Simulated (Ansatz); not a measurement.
# What NaB (Fm-3m) distorts into, part 3 of 3

Aim: this structure of NaB (Fm-3m) is to be tested for unstable modes, and one is followed downhill.

Ansatz 0.2.0; DFT PBEsol, scalar-relativistic, plane waves, PAW.

So far. Step 5 (Energy along the mode, all amplitudes (two of the runs …): The lowest of the steps tried is the last one, at 0.6 Å, 115 meV/atom below the parent; the bottom of the well need not coincide with a step. Step 7 (The new phase in its own primitive cell): The largest force component left is 0.26 meV/Å and the pressure is 0.003 GPa, within the tolerances set. The cell now holds 14.88 Å³/atom. The relaxed cell has a = 2.740, c = 7.929 Å (conventional setting).

## 8. Modes of the new phase, k-mesh 14×14×6

A relaxed structure may still be a saddle point, so its zone-centre modes are computed. No field response is asked, since the mesh shows no gap.

input.yaml

```yaml
crystal:
  lattice:
    - [2.7395230115, 0.0, 0.0]
    - [0.0, 2.7395230115, 0.0]
    - [0.0, 0.0, 7.9293461246]
  atoms:
    - { symbol: Na, position: [0.0, 0.5, 0.3051356512] }
    - { symbol: Na, position: [0.5, 0.0, 0.6948643488] }
    - { symbol: B, position: [0.0, 0.5, 0.9873526072] }
    - { symbol: B, position: [0.5, 0.0, 0.0126473928] }
kpoints:
  mp_grid: { grid: [14, 14, 6] }
hamiltonian:
  xc: pbesol
scf:
  occupations: { method: methfessel_paxton, width: 0.15 }
output:
  eigenvalues: true
phonons:
  method: dfpt
```

On the command line:

```sh
> ansatz run input.yaml --threads 4 --pin off --max-ram 7168MiB --backend cpu --events-out ev --progress --plain --runs-dir out
```

Numbers of over 12 decimals in the logs are rounded to 6 here.

Output:

```text
zone centre: on kpoints.mp_grid the ground state, and the responses unless they are solved on pairs of k-points, stand on 256 of the mesh's 1176 k-points, reduced under 4 symmetry operations, with k and −k counted as one. Each operation leaves every solved displacement unchanged or reverses it
[...]
Crystal: 4 atoms, lattice volume = 59.510 Å³
Basis set: ecut = 420 eV, 1175 PW (Γ), exchange–correlation on 40×40×108 points (8 copies of the dense FFT grid, shifted against one another)
Bands: 16, of which v1, the nominal top of the filled ones, is band 12 counted from 1 (11 counted from 0)
Symmetry: 16 space group operations
k-points: 256 of 1176 (irreducible under 4 space group operations, time reversal used)
[...]
SCF iter   1: F=—  HF=-3253.390242 eV  |F-HF|=—  |Δ(HF+E_count)|=         —  Δρ=4.29e-3  dr2=1.51e-2  ethr=1.77e-3  ⟨swp⟩=5.0  Hψ=18017  notcnv=0
[...]
SCF iter   9: F=-3253.386629 eV  HF=-3253.386629 eV  |F-HF|=9.09e-13  |Δ(HF+E_count)|=  2.00e-11  S|Δr|=    0.00e0  Δρ=3.08e-8  dr2=3.43e-13  ethr=1.00e-12  ⟨swp⟩=5.4  Hψ=15746  notcnv=0
[...]
SCF 1 converged in 9 iterations: F = -3253.386629 eV  dr2 = 3.43e-13
[...]
DFPT response loops at Γ: preconditioner auto → Kerker (q_TF=auto, 2.345 Å⁻¹) (partly filled bands, converged f_vac=0.000); β = 1.00, the filter's whole step (`scf.mixing.beta` (0.50) is not read by the response loops under this deck's `scf.mixing.preconditioner`; to damp them name `kerker` or `kerker_dos`, under which they read `scf.mixing.beta`, and type it under 1.00, their step now; both keys bind the ground state too); Broyden in place of MSR1
SCF converged after 9 iterations
[...]
Free energy (F): -3253.386629 eV
[...]
Internal energy: -3253.386569 eV  (E = F + TS)
E sigma→0 (E₀):  -3253.386614 eV
Entropy (-TS):   -0.000060 eV (-0.015 meV/atom)
Fermi energy:    5.678065 eV
[...]
--- Band table (eV; the first three rows and the last of 256) ---
  k-point 0: bands = [... 8 lower, -6.3516, 0.4576, 2.2999, 5.9063, 5.9063, 7.1810, 8.5081, 13.2824]
  k-point 1: bands = [... 8 lower, -6.3506, 0.3863, 2.4909, 5.9064, 5.9064, 6.5105, 9.2975, 13.2623]
  k-point 2: bands = [... 8 lower, -6.3486, 0.2660, 2.9171, 5.6381, 5.9063, 5.9063, 10.5362, 13.1146]
  k-point 255: bands = [... 8 lower, 0.2196, 0.2196, 2.8791, 2.8791, 7.5483, 7.5483, 11.0411, 11.0411]
--- Phonons (Γ-DFPT): 4 representative perturbations + reference, on 256 of 1176 k-points (Σ response iterations 12) ---
  k mesh reduced under 4 symmetry operations, with k and −k counted as one. Each operation leaves every solved displacement unchanged or reverses it
  ASR residual: 4.056e-5 → 0.000e0 eV/Å²; symmetrization residual: 1.161e-6 eV/Å²
  ASR residual per site (eV/Å²): 4.06e-5 4.06e-5 5.27e-6 5.27e-6
  Γ frequencies (cm⁻¹): -303.19 -303.19 0.00 0.00 0.00 13.46 13.46 44.03 44.03 196.09 304.80 482.83
  non-analytic LO–TO correction: not included (Born effective charges unavailable; polar crystals: no LO–TO splitting at Γ)
```

The job ended after 18 s (4 threads of Intel Xeon Platinum 8488C (Sapphire Rapids), shared host; peak memory 1 GiB).

Numbers from this step:

- sum-rule residual before enforcement: 4.06e-5 eV/Å²
- point group: 4/mmm
- highest optical mode at the zone centre (no LO-TO term): 482.8 cm⁻¹
- lowest optical zone-centre mode: -303.2 cm⁻¹

Patterns of degenerate modes are one choice out of their space. The modes at Γ (shares of kinetic energy by element, %) (negative means imaginary):

```csv
mode,frequency (cm⁻¹),symmetry,Na %,B %
1,-303.2,Eg,1,99
2,-303.2,Eg,1,99
3,0.0,acoustic,68,32
4,0.0,acoustic,68,32
5,0.0,acoustic,68,32
6,13.5,Eu,32,68
7,13.5,Eu,32,68
8,44.0,Eg,99,1
9,44.0,Eg,99,1
10,196.1,A1g,97,3
11,304.8,A2u,32,68
12,482.8,A1g,3,97
```

Displacements in mode 1 (-303.2 cm⁻¹), the largest set to 1:
```
Na1  0.00 -0.05  0.00
Na2  0.00  0.05  0.00
B3   0.00  1.00  0.00
B4   0.00 -1.00  0.00
```

Displacements in mode 10 (196.1 cm⁻¹), the largest set to 1:
```
Na1  0.00  0.00 -1.00
Na2  0.00  0.00  1.00
B3   0.00  0.00 -0.25
B4   0.00  0.00  0.25
```

Before it was imposed, the acoustic sum rule was missed by 4.1e-5 eV/Å². Small misses are needed for a sound result but don't prove that mesh and cutoff are converged. The lowest optical mode is imaginary, 303.2i cm⁻¹, so the energy falls along it.

## 9. Summary of results

* unstable mode of the parent: q = (0, -0.5, -0.5), 206i cm⁻¹
* depth at the lowest point sampled: 115 meV/atom
* largest atomic shift at that point: 0.6 Å
* space group reached (within 0.01 Å): P4/nmm
* energy gained over the parent (first relaxation, on the mesh of the frozen mode): 1011 meV/atom
* volume per atom, phase reached: 14.9 Å³
* lowest optical zone-centre mode, phase reached: -303 cm⁻¹
* highest optical mode at the zone centre (no LO-TO term), phase reached: 483 cm⁻¹

Along this mode the structure falls into P4/nmm, 1011 meV/atom below the parent. At the parent's cell the well is 114.8 meV/atom deep on the steps tried, with its lowest point at a shift of 0.6 Å. That is the last step tried, so the steps alone don't bracket the bottom of the well. Relaxing atoms and cell changes the gain by +896.24 meV/atom against the lowest step (energies at zero smearing). Most of the total comes from this relaxation. The new phase still has an imaginary mode at the zone centre of its cell, so it is a saddle point on the way to a lower structure. Of the 4 patterns followed to their end from this parent, this one ends 551 meV/atom above the lowest, Ibam. Each path keeps the symmetry of its pattern, so a lower phase may lie along a pattern not tried. With no gap, or one that is small against the smearing, the frequencies hang on the k mesh and the smearing, most of all near Kohn anomalies. The volume moved by more than a tenth on the k mesh of the start, so the energy gain is rough. A phonon run warned that its eigensolver left some bands unconverged in a pass.

[Logs are printed without paths, hosts, clocks, repeated set-up lines and the standing remarks that a program may print on its own settings, such as how far it seeks lower states.]

[Hosts, paths, dates, database ids (printed as entryN), source tags and the programs' standing remarks are cut or masked in the printed files.]
